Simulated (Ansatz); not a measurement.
# Quasi-harmonic thermodynamics of BeHg (hypothetical, Pm-3m), part 2 of 3

How much does BeHg (hypothetical) expand with temperature? The compound is hypothetical: it was made by swapping elements on a known structure type.

Ansatz 0.2.0; DFT PBEsol, scalar-relativistic, plane waves, PAW.

So far. Step 2 (Probe on a coarse mesh): The start is under 22 GPa at this level and looks like a metal on this mesh.

## 4. Relaxation

The vibrations must be taken about the equilibrium of this functional, not about the starting cell, so the structure is relaxed.

input.yaml reads:

```yaml
crystal:
  lattice:
    - [3.0943864778, 0.0, 0.0]
    - [0.0, 3.0943864778, 0.0]
    - [0.0, 0.0, 3.0943864778]
  atoms:
    - { symbol: Be, position: [0.5, 0.5, 0.5] }
    - { symbol: Hg, position: [0.0, 0.0, 0.0] }
kpoints:
  mp_grid: { grid: [14, 14, 14] }
hamiltonian:
  xc: pbesol
scf:
  occupations: { method: gaussian, width: 0.1 }
output:
  forces: true
  stress: true
  eigenvalues: true
  write_density: true
  write_potential: true
  elf: true
  volumetric_format: npy
relax:
  adjacent_minimum: "off"
  f_tol: 0.005
  max_steps: 80
  cell: { stress_tol: 0.05 }
```

Run with:

```
$ ansatz run input.yaml --threads 4 --pin off --max-ram 8192MiB --backend cpu --events-out ev --progress --plain --runs-dir out
```

Numbers of over 12 decimals in the logs are rounded to 6 here.

What it wrote:

```text
[...]
Crystal: 2 atoms, lattice volume = 29.629 Å³
Basis set: ecut = 420 eV, 587 PW (Γ), exchange–correlation on 48×48×48 points (8 copies of the dense FFT grid, shifted against one another)
Bands: 15, of which v1, the nominal top of the filled ones, is band 11 counted from 1 (10 counted from 0)
Symmetry: 48 space group operations
[...]
k-points: 120 of 2744
[...]
SCF iter   1: F=—  HF=-13757.470985 eV  |F-HF|=—  |Δ(HF+E_count)|=         —  Δρ=4.08e-3  dr2=4.47e-3  ethr=1.77e-3  ⟨swp⟩=5.1  Hψ=9091  notcnv=0
[...]
SCF iter   6: F=-13757.469593 eV  HF=-13757.469593 eV  |F-HF|=5.69e-10  |Δ(HF+E_count)|=   1.52e-8  Δρ=3.35e-6  dr2=1.64e-9  ethr=4.55e-10  ⟨swp⟩=7.9  Hψ=10158  notcnv=0
SCF 1 converged in 6 iterations: F = -13757.469593 eV  dr2 = 1.64e-9
[...]
relax step   1: F+E_penalty+E_count = -13757.46959256 eV  Δ(F+E_penalty+E_count) = +0.000e0 eV  max|allowed force component| = 7.806e-32 eV/Å  Δτ_max = 0.0000 Å  P = -1.169 GPa  Ω = 29.629 Å³  (6 SCF iters, dr2 threshold 1.00e-7 eV, accepted)
Crystal: 2 atoms, lattice volume = 28.944 Å³
[...]
SCF iter   5: F=-13757.470049 eV  HF=-13757.470049 eV  |F-HF|=4.98e-10  |Δ(HF+E_count)|=   3.59e-8  Δρ=2.66e-6  dr2=6.43e-10  ethr=9.09e-10  ⟨swp⟩=7.7  Hψ=10880  notcnv=0
SCF 2 converged in 5 iterations: F = -13757.470049 eV  dr2 = 6.43e-10
relax step   2: F+E_penalty+E_count = -13757.47004860 eV  Δ(F+E_penalty+E_count) = -4.560e-4 eV  max|allowed force component| = 2.342e-31 eV/Å  Δτ_max = 0.0000 Å  P = +1.099 GPa  Ω = 28.944 Å³  energy of the carried Pulay correction = +1.850e-4 eV  (5 SCF iters, dr2 threshold 2.00e-7 eV, accepted)
Crystal: 2 atoms, lattice volume = 29.272 Å³
[...]
SCF iter   4: F=-13757.471041 eV  HF=-13757.471041 eV  |F-HF|=2.52e-9  |Δ(HF+E_count)|=   1.91e-6  Δρ=2.31e-5  dr2=5.27e-8  ethr=9.09e-10  ⟨swp⟩=6.1  Hψ=11168  notcnv=0
SCF 3 converged in 4 iterations: F = -13757.471041 eV  dr2 = 5.27e-8
relax step   3: F+E_penalty+E_count = -13757.47104141 eV  Δ(F+E_penalty+E_count) = -9.928e-4 eV  max|allowed force component| = 3.780e-31 eV/Å  Δτ_max = 0.0000 Å  P = -0.028 GPa  Ω = 29.272 Å³  energy of the carried Pulay correction = +9.591e-5 eV  (4 SCF iters, dr2 threshold 2.00e-7 eV, accepted)
[...]
SCF iter   5: F=-13757.470946 eV  HF=-13757.470946 eV  |F-HF|=0.00e0  |Δ(HF+E_count)|=  1.82e-12  Δρ=5.15e-8  dr2=3.04e-13  ethr=1.00e-12  ⟨swp⟩=4.9  Hψ=6543  notcnv=0
SCF 4 converged in 5 iterations: F = -13757.470946 eV  dr2 = 3.04e-13
relax step   4: F+E_penalty+E_count = -13757.47094627 eV  Δ(F+E_penalty+E_count) = +9.515e-5 eV  max|allowed force component| = 1.520e-31 eV/Å  Δτ_max = 0.0000 Å  P = -0.029 GPa  Ω = 29.272 Å³  stress off target by 2.90e-2 GPa  SCF on the basis re-selected at this cell (its energy is not comparable with the rows above)  (5 SCF iters)
basis re-selected at this cell: Δ(F+E_penalty+E_count) = +9.515e-5 eV, ΔP = -0.001 GPa vs the last step (what re-selecting the basis moved, of the pressure what is left beyond the Pulay correction that the steps carried, after the strain that the cell walked since its last selection, with what the two solves' SCF thresholds leave and, on support functions, any second-order correction that the steps lacked; it is no m [...]
SCF converged after 5 iterations
Free energy (F): -13757.470946 eV
[...]
Internal energy: -13757.467890 eV  (E = F + TS)
E sigma→0 (E₀):  -13757.469418 eV
Entropy (-TS):   -0.003056 eV (-1.528 meV/atom)
Fermi energy:    15.638465 eV
[...]
--- Stress (GPa, compression-positive) ---
       -0.028983      -0.000000      -0.000000
       -0.000000      -0.028983      -0.000000
       -0.000000      -0.000000      -0.028983
  P = ⅓ Tr σ = -0.0290 GPa (-0.290 kbar)
--- Band table (eV; the first three rows and the last of 120) ---
  k-point 0: bands = [... 7 lower, 8.0453, 8.0453, 8.0453, 18.1015, 18.1015, 18.1015, 23.4840, 25.6173]
  k-point 1: bands = [... 7 lower, 8.0033, 8.0033, 8.0488, 17.6085, 18.2295, 18.2295, 23.6374, 25.5498]
  k-point 2: bands = [... 7 lower, 7.8885, 7.8885, 8.0586, 16.4580, 18.6013, 18.6013, 23.8352, 25.3602]
  k-point 119: bands = [... 7 lower, 8.7590, 8.7590, 17.1723, 17.1723, 17.1723, 17.2578, 17.4569, 18.3599]
--- Relaxed structure (3 steps of the walk, 3 accepted, 1 SCFs on fresh bases) ---
[...]
cell:  # Å, volume = 29.2719 Å³
    - [3.081889, 0, 0]
    - [0, 3.081889, 0]
    - [0, 0, 3.081889]
  atoms:
    - { symbol: Be, position: [0.5, 0.5, 0.5] }
    - { symbol: Hg, position: [0, 0, 0] }
```

Run time: 3.1 s. Hardware: 4 threads of Arm Neoverse V2, shared host; peak memory 0.36 GiB.

Relaxation path:

```csv
step,energy less that of the first step (eV),largest force component (eV/Å),pressure (GPa),volume (Å³)
1,0.0000,0.0000,-1.17,29.63
2,-0.0005,0.0000,1.10,28.94
3,-0.0014,0.0000,-0.03,29.27
4*,-0.0014,0.0000,-0.03,29.27
```

Relaxation steps marked * repeat the geometry before them on a plane-wave basis chosen anew for their cell, so energy and pressure can jump there.

The run keeps the 48 symmetry operations that it works with, so distortions that break them were not tested.

```csv
"conventional cell, symmetrised",before,after,change
a (Å),3.094,3.082,-0.4 %
b (Å),3.094,3.082,-0.4 %
c (Å),3.094,3.082,-0.4 %
volume (Å³/atom),14.81,14.64,-1.2 %
```

Final coordinates:

```
Be Hg
1.0
     3.08189    0.00000    0.00000
     0.00000    3.08189    0.00000
     0.00000    0.00000    3.08189
Be Hg
1 1
Cartesian
  1.5409 1.5409 1.5409
  0.0000 0.0000 0.0000
```

This step gave:

- pressure: -0.02898 GPa
- volume per atom: 14.64 Å³

Valence density in the ac plane at fractional y = 0.000, with atoms of Hg within 0.2 Å of it. It is the smooth field of the valence electrons, not physical close to the nuclei.

Ten even steps from '0' (0 e/Å³) to '9' (17 e/Å³):
```
8753100000001357
6532000000000235
3321000000000123
1100000000000001
0000000000000000
0000000000000000
0000000000000000
0000000000000000
0000000000000000
0000000000000000
0000000000000000
1100000000000001
3321000000000123
6532000000000235
8753100000001357
9863100000001368
```
Columns run along a (3.1 Å), rows up along c (3.1 Å). Atoms in or near the plane, at fractional coordinates: Hg at (0.00, 0.00).

Electrostatic potential energy in the ac plane at fractional y = 0.000, with atoms of Hg within 0.2 Å of it. With pseudopotentials it is smooth inside the atoms' cores, unlike the true potential.

Values in eV, 16 rows by 16 columns:
```
-30 -32 -33 -31 -19   0  11  14  16  14  11   0 -19 -31 -33 -32
-33 -33 -33 -27 -12   5  12  15  16  15  12   5 -12 -27 -33 -33
-32 -31 -27 -16  -1   9  14  16  16  16  14   9  -1 -16 -27 -31
-21 -19 -12  -1   8  13  15  16  17  16  15  13   8  -1 -12 -19
 -1   0   5   9  13  15  16  17  17  17  16  15  13   9   5   0
 11  11  12  14  15  16  17  17  17  17  17  16  15  14  12  11
 14  14  15  16  16  17  17  17  17  17  17  17  16  16  15  14
 15  16  16  16  17  17  17  17  17  17  17  17  17  16  16  16
 14  14  15  16  16  17  17  17  17  17  17  17  16  16  15  14
 11  11  12  14  15  16  17  17  17  17  17  16  15  14  12  11
 -1   0   5   9  13  15  16  17  17  17  16  15  13   9   5   0
-21 -19 -12  -1   8  13  15  16  17  16  15  13   8  -1 -12 -19
-32 -31 -27 -16  -1   9  14  16  16  16  14   9  -1 -16 -27 -31
-33 -33 -33 -27 -12   5  12  15  16  15  12   5 -12 -27 -33 -33
-30 -32 -33 -31 -19   0  11  14  16  14  11   0 -19 -31 -33 -32
-29 -30 -33 -32 -21  -1  11  14  15  14  11  -1 -21 -32 -33 -30
```
Columns run along a (3.1 Å; values clipped at the 3rd and 97th percentile), rows up along c (3.1 Å). Atoms in or near the plane, at fractional coordinates: Hg at (0.00, 0.00).

ELF in the ac plane at fractional y = 0.000, with atoms of Hg within 0.2 Å of it. It is the smooth field of the valence electrons, not physical close to the nuclei.

Ten even steps from '_' (0.19) to '@' (0.78):
```
%%##**++==::..______..::==++**##
****++==--::..______..::--==++**
++++==--::....______....::--==++
====--::..................::--==
::::::......................::::
................................
________..................______
________..................______
________..................______
................................
::::::......................::::
====--::..................::--==
++++==--::....______....::--==++
****++==--::..______..::--==++**
%%##**++==::..______..::==++**##
@@%%**++==::..______..::==++**%%
```
Columns run along a (3.1 Å), rows up along c (3.1 Å). Atoms in or near the plane, at fractional coordinates: Hg at (0.00, 0.00).

The relaxation ends with a pressure of -0.03 GPa.

## 5. Relaxing to small residual forces and stress

The relaxation is repeated with tighter thresholds on force and stress, since phonons are sensitive to what is left; a change of mesh or smearing in the input moves the cell too.

input.yaml reads:

```yaml
crystal:
  lattice:
    - [3.0818891078, 0.0, 0.0]
    - [0.0, 3.0818891078, 0.0]
    - [0.0, 0.0, 3.0818891078]
  atoms:
    - { symbol: Be, position: [0.5, 0.5, 0.5] }
    - { symbol: Hg, position: [0.0, 0.0, 0.0] }
kpoints:
  mp_grid: { grid: [16, 16, 16] }
hamiltonian:
  xc: pbesol
scf:
  occupations: { method: methfessel_paxton, width: 0.15 }
output:
  forces: true
  stress: true
  eigenvalues: true
relax:
  adjacent_minimum: "off"
  f_tol: 0.001
  max_steps: 60
  cell: { stress_tol: 0.01 }
```

What it wrote:

```text
[...]
Crystal: 2 atoms, lattice volume = 29.272 Å³
Basis set: ecut = 420 eV, 587 PW (Γ), exchange–correlation on 48×48×48 points (8 copies of the dense FFT grid, shifted against one another)
Bands: 15, of which v1, the nominal top of the filled ones, is band 11 counted from 1 (10 counted from 0)
Symmetry: 48 space group operations
[...]
k-points: 165 of 4096
[...]
k-point 164: bands = [... 7 lower, 8.7098, 8.7098, 17.1076, 17.1076, 17.1076, 17.1626, 17.3694, 18.2713]
--- Relaxed structure (3 steps of the walk, 3 accepted, 1 SCFs on fresh bases) ---
[...]
cell:  # Å, volume = 29.3806 Å³
    - [3.085697, 0, 0]
    - [0, 3.085697, 0]
    - [0, 0, 3.085697]
  atoms:
    - { symbol: Be, position: [0.5, 0.5, 0.5] }
    - { symbol: Hg, position: [0, 0, 0] }
[key lines of the parts left out:]
SCF converged after 5 iterations
Free energy (F): -13757.473946 eV
Fermi energy:    15.564283 eV
P = ⅓ Tr σ = -0.0025 GPa (-0.025 kbar)
```

Elapsed: 3.9 s, on 4 threads; peak memory 0.38 GiB.

Relaxation path:

```csv
step,energy less that of the first step (eV),largest force component (eV/Å),pressure (GPa),volume (Å³)
1,0.0000,0.0000,0.37,29.27
2,0.0000,0.0000,-0.34,29.48
3,-0.0001,0.0000,0.00,29.38
4*,-0.0001,0.0000,0.00,29.38
```

Relaxation steps marked * repeat the geometry before them on a plane-wave basis chosen anew for their cell, so energy and pressure can jump there.

Forces are held to the 48 operations that the run works with; a distortion that breaks them can't arise in this run.

```csv
"conventional cell, symmetrised",before,after,change
a (Å),3.082,3.086,+0.1 %
b (Å),3.082,3.086,+0.1 %
c (Å),3.082,3.086,+0.1 %
volume (Å³/atom),14.64,14.69,+0.4 %
```

The relaxed structure:

```cif
data_structure
_symmetry_space_group_name_H-M 'P 1'
_symmetry_Int_Tables_number 1
_cell_length_a 3.0857
_cell_length_b 3.0857
_cell_length_c 3.0857
_cell_angle_alpha 90.000
_cell_angle_beta 90.000
_cell_angle_gamma 90.000
_cell_volume 29.38
loop_
_atom_site_label
_atom_site_type_symbol
_atom_site_fract_x
_atom_site_fract_y
_atom_site_fract_z
_atom_site_occupancy
Be1 Be 0.50000 0.50000 0.50000 1
Hg2 Hg 0.00000 0.00000 0.00000 1
```

Numbers from this step:

```
pressure        : -0.002528 GPa
volume per atom : 14.69 Å³
```

The residual pressure is -0.0025 GPa, small enough for phonons.

## 6. Phonons on strained cells, q-mesh 2×2×2

Thermal expansion follows from how the free energy of the vibrations (and of the electrons in a metal) changes with strain, so the program makes strained cells, their phonons and a fit in one run.

input.yaml, the sections that differ from step 5:

```yaml
crystal:
  lattice:
    - [3.0856973024, 0.0, 0.0]
    - [0.0, 3.0856973024, 0.0]
    - [0.0, 0.0, 3.0856973024]
  atoms:
    - { symbol: Be, position: [0.5, 0.5, 0.5] }
    - { symbol: Hg, position: [0.0, 0.0, 0.0] }
output:
  eigenvalues: true
phonons:
  method: dfpt
  qmesh: [2, 2, 2]
  temperatures: { t_max: 450.0, t_step: 25 }
  thermal_expansion: {}
# kpoints, hamiltonian, scf: as in step 5
# relax: removed
```

What it wrote:

```text
The last accepted step is kept in <dir> (removed where the run ends without a failure and the disk answers)
Engine: ansatz 0.2.0, aarch64-unknown-linux-gnu
Pseudopotentials: kind: paw
Pseudopotential: Be, paw, valence charge 2, recommended cutoff 420 eV (normal), Be.paw.azcp
Pseudopotential: Hg, paw, valence charge 20, recommended cutoff 420 eV (normal), Hg.paw.azcp
Functional definition: PBEsol
  exchange = pbesol_x
  correlation = pbesol_c
Crystal: 2 atoms, lattice volume = 29.381 Å³
Basis set: ecut = 487.2 eV, 739 PW (Γ), exchange–correlation on 48×48×48 points (8 copies of the dense FFT grid, shifted against one another)
Bands: 15, of which v1, the nominal top of the filled ones, is band 11 counted from 1 (10 counted from 0)
Symmetry: 48 space group operations
Space group: Pm-3m (ITA 221), of the structure as read, at distance tolerance 3.1e-5 Å
k-points: 165 of 4096
Non-local potential: Be, projectors of the file, l = 0: 2, l = 1: 2, l = 2: 1
Non-local potential: Hg, projectors of the file, l = 0: 3, l = 1: 2, l = 2: 2, l = 3: 1
PAW form: soft (Blöchl's): semilocal exchange-correlation on the pseudo side does not see the compensation charge
PAW frozen core: Be, regenerated for the run's functional, and the local potential with it (the file was generated under x = pbe(κ = 0.804, μ = 0.219515), c = pbe(β = 0.066725))
PAW frozen core: Hg, regenerated for the run's functional, and the local potential with it (the file was generated under x = pbe(κ = 0.804, μ = 0.219515), c = pbe(β = 0.066725))
PAW one-centre angular grid: Be, 110 points (default); XC on 64 Gauss nodes
PAW one-centre angular grid: Hg, 590 points (default); XC on 64 Gauss nodes
Initial density: superposition of atomic densities (neutral atoms: chi_scale 0, normalization atom), corrected by the library's trained network
Initial wavefunctions: pseudopotential atomic-orbital guess
Functional: x = pbesol(κ = 0.804, μ = 0.123457), c = pbesol(β = 0.046)
SCF iter   1: F=—  HF=-13757.477177 eV  |F-HF|=—  |Δ(HF+E_count)|=         —  Δρ=4.31e-3  dr2=5.30e-3  ethr=1.77e-3  ⟨swp⟩=5.0  Hψ=12458  notcnv=0
preconditioner: auto → none  [metal: Δε(μ)=0.053 eV  Ē_g=12.347 eV  σ=0.150 eV  W_gap=0.28  n_scr=6 (ndim 8)  ℏωp=25.6 eV  f_vac=0.000  D(μ)=0.38/eV (n_scr^D=0)  sad-step TF]
SCF iter   2: F=—  HF=-13757.476191 eV  |F-HF|=—  |Δ(HF+E_count)|=   9.86e-4  S|Δr|=    0.00e0  Δρ=2.51e-3  dr2=2.08e-3  ethr=2.41e-5  ⟨swp⟩=1.1  Hψ=3896  notcnv=0
SCF iter   3: F=—  HF=-13757.475494 eV  |F-HF|=—  |Δ(HF+E_count)|=   6.97e-4  S|Δr|=    0.00e0  Δρ=9.85e-4  dr2=3.44e-4  ethr=9.47e-6  ⟨swp⟩=1.9  Hψ=2941  notcnv=0
SCF iter   4: F=—  HF=-13757.475385 eV  |F-HF|=—  |Δ(HF+E_count)|=   1.09e-4  S|Δr|=    0.00e0  Δρ=2.02e-4  dr2=1.08e-5  ethr=1.56e-6  ⟨swp⟩=2.0  Hψ=3575  notcnv=0
[...]
E_nonlocal   = 77.100151
  E_hartree    = 1182.398827
  E_xc         = -239.246534
  E_vxc        = -283.548565  (∫ρ·V_xc dr)
  E_paw        = -9855.606814  (= ΣΔE_a)
  E_vpaw       = -441.623755  (= ΣTr[D̂ρ^β])
  E_aug_tail   = 0.000398  (compensation charges beyond the density's cutoff)
  E_ewald      = -2824.266483
  E_core_change = 0.338183  (= ΣΔE_core)
  E_smearing   = 0.000399  (= −TS)
  E_closure    = 0.000000  (closes the sum)
  Σ components = -13757.475368   (vs F -13757.475368, Δ=0.00e0)
--- Forces (eV/Å), atoms counted from 1 ---
  atom   1  Be     0.00000000     0.00000000    -0.00000000
  atom   2  Hg     0.00000000     0.00000000     0.00000000
  max |Σ_I F_I| component: 9.86e-32 eV/Å
--- Stress (GPa, compression-positive) ---
       -0.000602       0.000000       0.000000
        0.000000      -0.000602      -0.000000
        0.000000       0.000000      -0.000602
  P = ⅓ Tr σ = -0.0006 GPa (-0.006 kbar)
--- Band table (eV; the first three rows and the last of 165) ---
  k-point 0: bands = [... 7 lower, 7.9992, 7.9992, 7.9992, 18.0215, 18.0215, 18.0215, 23.3629, 25.5240]
  k-point 1: bands = [... 7 lower, 7.9670, 7.9670, 8.0018, 17.6374, 18.1192, 18.1192, 23.4879, 25.4729]
  k-point 2: bands = [... 7 lower, 7.8772, 7.8772, 8.0094, 16.7018, 18.4052, 18.4052, 23.6764, 25.3270]
  k-point 164: bands = [... 7 lower, 8.7094, 8.7094, 17.1071, 17.1071, 17.1071, 17.1625, 17.3690, 18.2709]
── thermal expansion: 3 new cells, 3 in all ──
thermal expansion: relaxation of cell 2
thermal expansion: relaxation of cell 3
── thermal expansion: 2 new cells, 5 in all ──
thermal expansion: relaxation of cell 4
thermal expansion: lower-state search of cell 4
thermal expansion: electrons of cell 4
thermal expansion: phonons of cell 4
WARN: thermal expansion, phonons of cell 4: eigensolver did not converge (k=88): 1 band(s) unlocked after 20 sweeps at ethr=1.03e-12 eV (storage-precision floor; scheduled 1.00e-12 eV) (lowest unlocked band 14, counted from 0; max residual 1.52e-6 eV among the unlocked bands, 1.52e-6 eV over every band)
WARN: thermal expansion: eigensolver_not_converged in the phonons of 1 cell: 4
WARN: thermal expansion: vibrations_at_or_below_zero in the phonons of 1 cell: 4
this run last wrote the structure of step 1 to <dir>
--- Relaxed structure (1 steps of the walk, 1 accepted, 0 SCFs on fresh bases) ---
  F+E_penalty+E_count = -13757.47536824 eV   max|allowed force component| = 3.287e-32 eV/Å
  atoms:
    - { symbol: Be, position: [0.5, 0.5, 0.5] }
    - { symbol: Hg, position: [0.0, 0.0, 0.0] }
--- Thermal expansion: 5 cells in 2 rounds, 0 GPa ---
  no lower state was reached at cell 4; its state was not examined: fill_not_monotonic
  not told: vibrations stand at or below zero in cell 4 (1.500 modes a cell, the lowest at -90.2 cm⁻¹): the crystal is at no minimum there, or its k-points are too few: type the crystal that it becomes, another pressure, or a denser kpoints.mp_grid, in a new run
  eigensolver_not_converged in the phonons of 1 cell: 4
  vibrations_at_or_below_zero in the phonons of 1 cell: 4
Error: vibrations stand at or below zero in cell 4 (1.500 modes a cell, the lowest at -90.2 cm⁻¹): the crystal is at no minimum there, or its k-points are too few: type the crystal that it becomes, another pressure, or a denser kpoints.mp_grid, in a new run
[key lines of the parts left out:]
SCF converged after 7 iterations
Free energy (F): -13757.475368 eV
Fermi energy:    15.563962 eV
```

Elapsed: 84 s, on 4 threads; peak memory 1.1 GiB; 5.2 min of CPU time.

The run ended with an error.

The program's message: “vibrations stand at or below zero in cell 4 (1.500 modes a cell, the lowest at -90.2 cm⁻¹): the crystal is at no minimum there, or its k-points are too few: type the crystal that it becomes, another p …”

(Continued in part 3 of 3.)

[Logs are printed without paths, hosts, clocks, repeated set-up lines and the standing remarks that a program may print on its own settings, such as how far it seeks lower states.]

[Hosts, paths, dates, database ids (printed as entryN), source tags and the programs' standing remarks are cut or masked in the printed files.]

[A step with changed settings may run another functional than the one named; its input shows which.]

[Pressures of single members of a volume series are the stress at the run's cutoff; with an incomplete basis they can lie off −dE/dV of the same runs, and they are not shown converged.]
